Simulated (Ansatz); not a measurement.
## Meshes and cutoff for the phonons of BePd (Pm-3m)

Wanted: convergence of the phonons of BePd (Pm-3m) against cost.

Method: DFT PBEsol, scalar-relativistic, plane waves, PAW, in Ansatz 0.2.0.

This is a report of a sequence of runs, with most program output left out.

**1. The structure**

It takes space group Pm-3m (No. 221, cubic). The conventional cell has a = 2.798 Å, b = 2.798 Å, c = 2.798 Å, α = 90.00°, β = 90.00°, γ = 90.00°. Be has 8 Pd at 2.42 Å nearest. Pd has 8 Be at 2.42 Å nearest. Farther neighbours are not listed.

**2. Relaxing to small forces for the phonons**

Phonons need a cell at rest on their own settings, so the relaxation is repeated with tight tolerances on forces and stress, using the mesh and the filling of the phonon run that follows.

Contents of input.yaml:

```yaml
crystal:
  lattice:
    - [2.7976391317, 0.0, 0.0]
    - [0.0, 2.7976391317, 0.0]
    - [0.0, 0.0, 2.7976391317]
  atoms:
    - { symbol: Be, position: [0.0, 0.0, 0.0] }
    - { symbol: Pd, position: [0.5, 0.5, 0.5] }
kpoints:
  mp_grid: { grid: [16, 16, 16] }
hamiltonian:
  xc: pbesol
scf:
  occupations: { method: methfessel_paxton, width: 0.15 }
output:
  forces: true
  stress: true
  eigenvalues: true
  write_density: true
  write_potential: true
  elf: true
  volumetric_format: npy
relax:
  adjacent_minimum: "off"
  f_tol: 0.001
  max_steps: 60
  cell: { stress_tol: 0.01 }
```

The run is started by

```bash
$ ansatz run input.yaml --threads 4 --pin off --max-ram 7168MiB --backend cpu --events-out ev --progress --plain --runs-dir out
```

The job ended after 2.1 s (4 threads of Arm Neoverse V1, shared host; peak memory 0.3 GiB; 7.3 s of CPU time).

Little changed from the start: no atom moved by 0.005 Å and no cell edge by 0.1 %.

Numbers from this step:

```yaml
pressure: -0.002519 GPa
volume_per_atom: 10.95 Å³
gap_on_the_k_mesh: 0 eV
```

ELF in the ac plane at fractional y = 0.000, with atoms of Be within 0.2 Å of it. It is the smooth field of the valence electrons, not physical close to the nuclei.

Ten even steps from '0' (0.00) to '9' (0.42):
```
00159998999510
01379988899731
45799887889975
89999877789999
99988766678899
99887666667889
98877666667788
99887666667889
99988766678899
89999877789999
45799887889975
01379988899731
00159998999510
00048999998400
```
Columns run along a (2.8 Å), rows up along c (2.8 Å). Atoms in or near the plane, at fractional coordinates: Be at (0.00, 0.00).

Valence density in the ac plane at fractional y = 0.000, with atoms of Be within 0.2 Å of it. It is the smooth field of the valence electrons, not physical close to the nuclei.

Ten even steps from '0' (0.04 e/Å³) to '9' (0.31 e/Å³):
```
12466655566642
44666666666664
66677766677766
66677777777766
66677888887766
55667899987665
55667899987665
55667899987665
66677888887766
66677777777766
66677766677766
44666666666664
12466655566642
01466655566641
```
Columns run along a (2.8 Å), rows up along c (2.8 Å). Atoms in or near the plane, at fractional coordinates: Be at (0.00, 0.00).

Electrostatic potential energy in the ac plane at fractional y = 0.000, with atoms of Be within 0.2 Å of it. With pseudopotentials it is smooth inside the atoms' cores, unlike the true potential.

Ten even steps from '0' (-29 eV) to '9' (18 eV):
```
00258999998520
12478999998742
55789999999875
88899999999988
99999999999999
99999999999999
99999999999999
99999999999999
99999999999999
88899999999988
55789999999875
12478999998742
00258999998520
00158999998510
```
Columns run along a (2.8 Å; values clipped at the 3rd and 97th percentile), rows up along c (2.8 Å). Atoms in or near the plane, at fractional coordinates: Be at (0.00, 0.00).

The forces vanish by symmetry and the pressure is -0.003 GPa, within the tolerances set. The cell now holds 10.95 Å³/atom.

**3. Response at finite wavevector**

Stability and thermal properties need the whole zone. Linear response on a 4×4×4 q mesh gives force constants as far as a supercell of that size would.

input.yaml, the sections that differ from step 2:

```yaml
output:
  eigenvalues: true
phonons:
  method: dfpt
  qmesh: [4, 4, 4]
  temperatures: { t_max: 1000, t_step: 50 }
  qpath:
    path:
      - [[0.0, 0.0, 0.0], [0.0, 0.5, 0.0], [0.5, 0.5, 0.0], [0.0, 0.0, 0.0], [0.5, 0.5, 0.5], [0.0, 0.5, 0.0]]
      - [[0.5, 0.5, 0.5], [0.5, 0.5, 0.0]]
    npoints: 10
# crystal, kpoints, hamiltonian, scf: as in step 2
# relax: removed
```

Elapsed: 4.2 min, on 4 threads; peak memory 1.8 GiB; 16 min of CPU time.

This step gave:

| Item | Value |
| --- | --- |
| sum-rule residual before enforcement | 1.49e-4 eV/Å² |
| lowest frequency on the path | 0 cm⁻¹ |
| point group | m-3m |
| highest frequency on the path or at a solved wavevector | 465.6 cm⁻¹ |
| mean frequency | 271.7 cm⁻¹ |
| Debye temperature (second moment) | 560 K |
| logarithmic mean frequency | 235.4 cm⁻¹ |
| highest optical mode at the zone centre (no LO-TO term) | 379.7 cm⁻¹ |
| lowest optical zone-centre mode | 379.7 cm⁻¹ |
| lowest mode on the q mesh (acoustic modes at Γ apart) | 80.76 cm⁻¹ |
| zero-point energy per atom | 50.53 meV |
| heat capacity at 300 K | 21.23 J/(mol atoms K) |
| vibrational entropy at 300 K | 23.93 J/(mol atoms K) |
| edges of the widest gap between branches, on path and mesh | 218.2, 363.7 cm⁻¹ |

Frequencies (cm⁻¹) solved at each irreducible wavevector; negative means imaginary. Frequencies by wavevector, by row:

```
q in reciprocal lattice units  star  mode 1  mode 2  mode 3  mode 4  mode 5  mode 6
                        0 0 0     1       0       0       0   379.7   379.7   379.7
                     0 0 0.25     6    80.8    80.8   157.3   398.1   398.1   405.8
                     0 0 -0.5     3   108.1   108.1   218.2   418.8   418.8   465.6
                  0 0.25 0.25    12    94.6   122.2   167.4   372.7   397.2   436.9
                  0 0.25 -0.5    12     108   140.1   193.1   394.4   394.9   410.3
                  0 -0.5 -0.5     3   108.3   158.9   158.9   363.7     375     375
               0.25 0.25 0.25     8   145.4   145.4   166.5   391.8   391.8   410.9
               0.25 0.25 -0.5    12   145.2   151.7   188.9   374.8     401   414.2
               0.25 -0.5 -0.5     6   146.9   185.5   185.5   395.6   395.6   396.4
               -0.5 -0.5 -0.5     1   182.2   182.2   182.2     415     415     415
```

Interpolated from a 4×4×4 q mesh. The phonon branches at the labelled points (cm⁻¹):

```
    point  branch 1  branch 2  branch 3  branch 4  branch 5  branch 6
        Γ         0         0         0       380       380       380
  halfway        81        81       157       398       398       406
        X       108       108       218       419       419       466
  halfway       108       140       193       394       395       410
        M       108       159       159       364       375       375
  halfway        95       122       167       373       397       437
        Γ         0         0         0       380       380       380
  halfway       145       145       166       392       392       411
        R       182       182       182       415       415       415
  halfway       145       152       189       375       401       414
        X       108       108       218       419       419       466
jump to R       182       182       182       415       415       415
  halfway       147       186       186       396       396       396
        M       108       159       159       364       375       375
```

Symmetry leaves 10 wavevectors to solve. The lowest mode among them, the acoustic zeros apart, lies at q = (0, 0, 0.25) and is real, 80.8 cm⁻¹.

**4. Another q mesh, q mesh 2×2×2**

The q mesh is changed to 2×2×2, to see how far the force constants must reach.

Changes to input.yaml since step 3:

```diff
@@ -18,3 +18,3 @@
   method: dfpt
-  qmesh: [4, 4, 4]
+  qmesh: [2, 2, 2]
   temperatures: { t_max: 1000, t_step: 50 }
```

Elapsed: 42 s, on 4 threads; peak memory 0.76 GiB; 2.7 min of CPU time.

This step gave:

| Item | Value |
| --- | --- |
| mean frequency | 272.5 cm⁻¹ |
| lowest mode on the q mesh (acoustic modes at Γ apart) | 108.1 cm⁻¹ |

Frequencies (cm⁻¹) solved at each irreducible wavevector; negative means imaginary. Frequencies by wavevector, by row:

```
q in reciprocal lattice units  star  mode 1  mode 2  mode 3  mode 4  mode 5  mode 6
                        0 0 0     1       0       0       0   379.7   379.7   379.7
                     0 0 -0.5     3   108.1   108.1   218.2   418.8   418.8   465.6
                  0 -0.5 -0.5     3   108.3   158.9   158.9   363.7     375     375
               -0.5 -0.5 -0.5     1   182.2   182.2   182.2     415     415     415
```

Interpolated from a 2×2×2 q mesh, rough between the solved points. The phonon branches at the labelled points (cm⁻¹):

```
    point  branch 1  branch 2  branch 3  branch 4  branch 5  branch 6
        Γ         0         0         0       380       380       380
  halfway        80        80       156       399       399       424
        X       108       108       218       419       419       466
  halfway       108       147       194       392       396       419
        M       108       159       159       364       375       375
  halfway        95       131       169       396       402       416
        Γ         0         0         0       380       380       380
  halfway       144       144       158       398       403       403
        R       182       182       182       415       415       415
  halfway       137       158       185       388       398       406
        X       108       108       218       419       419       466
jump to R       182       182       182       415       415       415
  halfway       150       176       176       390       394       394
        M       108       159       159       364       375       375
```

The mean frequency is 272.5 cm⁻¹, +0.8 cm⁻¹ against the base run.

The highest branch reaches 466 cm⁻¹ on this path, at X. No branch goes imaginary on this path.

**5. Another q mesh, k-mesh 18×18×18, q mesh 3×3×3**

The q mesh is changed to 3×3×3, to see how far the force constants must reach; the k mesh is 18×18×18, against 16×16×16 in the base run, so that the q mesh divides it.

Changes to input.yaml since step 4:

```diff
@@ -9,3 +9,3 @@
 kpoints:
-  mp_grid: { grid: [16, 16, 16] }
+  mp_grid: { grid: [18, 18, 18] }
 hamiltonian:
@@ -18,3 +18,3 @@
   method: dfpt
-  qmesh: [2, 2, 2]
+  qmesh: [3, 3, 3]
   temperatures: { t_max: 1000, t_step: 50 }
```

Wall time 2.4 min (4 threads); peak memory 2.3 GiB.

The mean frequency is 271.2 cm⁻¹, -0.5 cm⁻¹ against the base run, whose k mesh differs too.

**6. Another q mesh, k-mesh 18×18×18, q mesh 6×6×6**

The q mesh is changed to 6×6×6, to see how far the force constants must reach; the k mesh is 18×18×18, against 16×16×16 in the base run, so that the q mesh divides it.

Changes to input.yaml since step 5:

```diff
@@ -18,3 +18,3 @@
   method: dfpt
-  qmesh: [3, 3, 3]
+  qmesh: [6, 6, 6]
   temperatures: { t_max: 1000, t_step: 50 }
```

Wall time 18 min (4 threads); peak memory 3.8 GiB.

Frequencies (cm⁻¹) solved at each irreducible wavevector; negative means imaginary. Frequencies by wavevector, by row:

```
q in reciprocal lattice units  star  mode 1  mode 2  mode 3  mode 4  mode 5  mode 6
                        0 0 0     1       0       0       0   380.2   380.2   380.2
                   0 0 0.1667     6    58.5    58.5     110   389.1   389.1   393.1
                   0 0 0.3333     6    96.2    96.2   190.6     408     408   427.6
                     0 0 -0.5     3   108.3   108.3   217.5   418.7   418.7   461.6
              0 0.1667 0.1667    12    75.3    87.5   133.2     375   393.6   422.3
              0 0.1667 0.3333    24    98.5   114.1   183.4   387.5   402.6   437.7
                0 0.1667 -0.5    12   108.1   121.7     206   405.6   407.2   438.4
              0 0.3333 0.3333    12   103.5   142.7   177.6   372.3   387.6     415
                0 0.3333 -0.5    12   108.7     152   177.1   381.7   385.3     390
                  0 -0.5 -0.5     3   111.9   159.1   159.1   367.2   375.9   375.9
         0.1667 0.1667 0.1667     8     104     104   141.9   385.9   385.9   432.4
         0.1667 0.1667 0.3333    24     121   122.5   180.2   382.7   405.7   429.9
           0.1667 0.1667 -0.5    12   120.8   126.3   197.2   383.7   416.3   422.4
         0.1667 0.3333 0.3333    24   126.5   158.4   175.2   384.4   384.8   412.5
           0.1667 0.3333 -0.5    24   129.3   162.7   183.5   375.2   396.7     406
             0.1667 -0.5 -0.5     6   129.3   176.6   176.6   385.1   386.6   386.6
         0.3333 0.3333 0.3333     8   171.2   171.2   175.8   383.1   403.1   403.1
           0.3333 0.3333 -0.5    12   166.9   170.1   189.9   386.4   399.4   413.8
             0.3333 -0.5 -0.5     6     164   186.7   186.7   404.1   404.1     406
               -0.5 -0.5 -0.5     1   181.2   181.2   181.2   414.8   414.8   414.8
```

The mean frequency is 271.6 cm⁻¹, -0.1 cm⁻¹ against the base run, whose k mesh differs too.

**7. Comparing the runs**

Times are for 4 threads of Arm Neoverse V1, shared host. The series side by side:

```
no.  q mesh    k-mesh  mean frequency (cm⁻¹)  lowest frequency on the path (cm⁻¹)     time  memory (GiB)
  1   2×2×2  16×16×16                  272.5                                    0     42 s          0.76
  2   3×3×3  18×18×18                  271.2                                    0  2.4 min           2.3
  3   6×6×6  18×18×18                  271.6                                    0   18 min           3.8
```

The runs together. Table of phonon density of states by wavenumber; read off at these points; values in 1/cm⁻¹/cell:

```
wavenumber (cm⁻¹)  2×2×2, 16×16×16  3×3×3, 18×18×18  6×6×6, 18×18×18
                2                0                0                0
               18           9.0e-5           1.0e-4           1.2e-4
               32           4.5e-4           4.6e-4           5.4e-4
               52          0.00147          0.00146          0.00165
               68          0.00291          0.00291          0.00322
               82          0.00566          0.00573          0.00624
               98           0.0126           0.0135           0.0147
              108           0.0419           0.0439           0.0448
              112           0.0336           0.0293           0.0363
              132           0.0216           0.0215           0.0206
              148           0.0225           0.0231           0.0207
              162           0.0294            0.023           0.0223
              178           0.0565           0.0454           0.0452
              192           0.0116           0.0168           0.0116
              212          0.00345          0.00296          0.00315
              228                0                0                0
              242                0                0                0
              258                0                0                0
              278                0                0                0
              292                0                0                0
              308                0                0                0
              322                0                0                0
              338                0                0                0
              358                0                0                0
              372          0.00571           0.0377           0.0121
              388           0.0546           0.0476           0.0479
              398            0.135           0.0667           0.0707
              402            0.107           0.0478           0.0526
              418            0.023           0.0265           0.0225
              438          0.00636          0.00403           0.0156
              452          0.00313                -          0.00216
              468           1.0e-5                -                -
```

The runs together, line C_V. The C_V by temperature; values in J/mol-atom/K:

```
temperature (K)  2×2×2, 16×16×16  3×3×3, 18×18×18  6×6×6, 18×18×18
              0                0                0                0
             50             3.87             3.85             3.94
            100             10.1             10.1             10.1
            150             14.7             14.8             14.8
            200             17.9             17.9             17.9
            250             19.9             19.9             19.9
            300             21.2             21.2             21.2
            350             22.1             22.1             22.1
            400             22.7             22.7             22.7
            450             23.1             23.2             23.1
            500             23.5             23.5             23.5
            550             23.7             23.7             23.7
            600             23.9             23.9             23.9
            650             24.0             24.1             24.0
            700             24.2             24.2             24.2
            750             24.3             24.3             24.3
            800             24.3             24.3             24.3
            850             24.4             24.4             24.4
            900             24.5             24.5             24.5
            950             24.5             24.5             24.5
           1000             24.6             24.6             24.6
```

**8. Another k mesh, k-mesh 6×6×6, q mesh 2×2×2**

The k mesh is changed to 6×6×6 on a small fixed q mesh, to find the coarsest that serves.

Changes to input.yaml since step 6:

```diff
@@ -9,3 +9,3 @@
 kpoints:
-  mp_grid: { grid: [18, 18, 18] }
+  mp_grid: { grid: [6, 6, 6] }
 hamiltonian:
@@ -18,3 +18,3 @@
   method: dfpt
-  qmesh: [6, 6, 6]
+  qmesh: [2, 2, 2]
   temperatures: { t_max: 1000, t_step: 50 }
```

It took 5.4 s on 4 threads; peak memory 0.32 GiB; 19 s of CPU time.

The run finished; it serves as a test, and its numbers are not taken as the result.

**9. Another k mesh, k-mesh 8×8×8, q mesh 2×2×2**

The k mesh is changed to 8×8×8 on a small fixed q mesh, to find the coarsest that serves.

Changes to input.yaml since step 8:

```diff
@@ -9,3 +9,3 @@
 kpoints:
-  mp_grid: { grid: [6, 6, 6] }
+  mp_grid: { grid: [8, 8, 8] }
 hamiltonian:
```

Elapsed: 8.7 s, on 4 threads; peak memory 0.39 GiB.

The run finished; it serves as a test, and its numbers are not taken as the result.

**10. Another k mesh, k-mesh 12×12×12, q mesh 2×2×2**

The k mesh is changed to 12×12×12 on a small fixed q mesh, to find the coarsest that serves.

Changes to input.yaml since step 9:

```diff
@@ -9,3 +9,3 @@
 kpoints:
-  mp_grid: { grid: [8, 8, 8] }
+  mp_grid: { grid: [12, 12, 12] }
 hamiltonian:
```

The job ended after 21 s (4 threads; peak memory 0.54 GiB; 78 s of CPU time).

Frequencies (cm⁻¹) solved at each irreducible wavevector; negative means imaginary. Frequencies by wavevector, by row:

```
q in reciprocal lattice units  star  mode 1  mode 2  mode 3  mode 4  mode 5  mode 6
                        0 0 0     1       0       0       0   380.9   380.9   380.9
                     0 0 -0.5     3   107.4   107.4   215.9   418.5   418.5   454.3
                  0 -0.5 -0.5     3   111.3   158.2   158.2   365.8   376.7   376.7
               -0.5 -0.5 -0.5     1   183.3   183.3   183.3   414.6   414.6   414.6
```

The highest optical mode at the zone centre (no LO-TO term) is 380.9 cm⁻¹, +1.2 cm⁻¹ against the base run.

**11. Another k mesh, q mesh 2×2×2**

The k mesh is changed to 16×16×16 on a small fixed q mesh, to find the coarsest that serves.

Changes to input.yaml since step 10:

```diff
@@ -9,3 +9,3 @@
 kpoints:
-  mp_grid: { grid: [12, 12, 12] }
+  mp_grid: { grid: [16, 16, 16] }
 hamiltonian:
```

Elapsed: 42 s, on 4 threads; peak memory 0.7 GiB; 2.7 min of CPU time.

Frequencies (cm⁻¹) solved at each irreducible wavevector; negative means imaginary. Frequencies by wavevector, by row:

(Unchanged from step 4.)

The highest optical mode at the zone centre (no LO-TO term) is 379.7 cm⁻¹, +0.0 cm⁻¹ against the base run.

[end of part 1 of 2]

[Logs are printed without paths, hosts, clocks, repeated set-up lines and the standing remarks that a program may print on its own settings, such as how far it seeks lower states.]

[Hosts, paths, dates, database ids (printed as entryN), source tags and the programs' standing remarks are cut or masked in the printed files.]
